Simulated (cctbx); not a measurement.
**Lattice, Laue class and space group of a new crystal**

Cell: a = 4.3160 Å, b = 5.5770 Å, c = 13.7000 Å, α = 90.00°, β = 90.00°, γ = 90.00°. Expected content of the cell: Ho4 Te2 Se4.

The data are simulated with cctbx, not measured: Mo Kα, λ = 0.71073 Å, to d = 0.77 Å, 95 % of the full sphere, strongest reflection 40000 counts, noise from counting, a 2 % proportional error and a noise floor of 4 counts (s.d.); no absorption.

A first pass over the reflections prints:

```text
2901 reflections to d = 0.771 A
centring   violations  <I/sigma> of those
    A        721 of  1463     12.7
    B        701 of  1451     13.2
    C        708 of  1448     12.8
    I          0 of  1480     -0.0
    R        911 of  1926     12.7
    F       1065 of  2181     12.9
Laue class    unique    Rint  (classes that these axes allow; Friedel mates merged)
I 1 2/m 1         415   0.018
I 1 1 2/m         394   0.018
I 2/m 1 1         424   0.018
I m m m           243   0.019
space group    extra absences  I>4sigma  <I/sigma>
I 2 2 2                 0          0         -  acentric
I 21 21 21              0          0         -  acentric
I m m 2                 0          0         -  acentric
I 2 m m                 0          0         -  acentric
I m 2 m                 0          0         -  acentric
I m m m                 0          0         -  centric
Wilson B = 1.81 A^2   <|E^2-1|> = 0.759 (0.968 centric, 0.736 acentric)   E^2>4: 2.5 %
shell (A)         n   <I/sigma>
 6.85 - 1.54     37     64.0
 1.54 - 1.22     32     69.3
 1.22 - 1.07     31     59.6
 1.07 - 0.97     31     63.3
 0.97 - 0.90     26     53.4
 0.90 - 0.85     30     47.9
 0.85 - 0.81     29     51.0
 0.81 - 0.77     27     44.5
```

Q: Read the symmetry from these tables.

The reflections that I centring forbids are absent (⟨I/σ⟩ near 0), so the lattice is I.

Rint stays low (0.018) up to I m m m, the highest class in these axes.

6 settings pass the absence test. No glide or screw absences show, which leaves I 2 2 2, I 21 21 21, I m m 2, I 2 m m, I m 2 m and I m m m.

⟨|E²−1|⟩ = 0.759 leans to a non-centrosymmetric structure. Here that hint misleads: the statistic assumes many like atoms on general positions, and few, heavy or special-position atoms break it. The Wilson B of 1.81 Å² means U ≈ 0.0229 Å².

The true group is Immm (no. 71), Laue class mmm, centrosymmetric. The tables only narrow the choice to the tied entries; cell content, site symmetry and trial solutions must settle it.

The model was made for the exercise: a known structure type with other elements put in, its volume estimated, not relaxed; displacement parameters are assumed.

[Logs are printed without paths, hosts, clocks, repeated set-up lines and the standing remarks that a program may print on its own settings, such as how far it seeks lower states.]
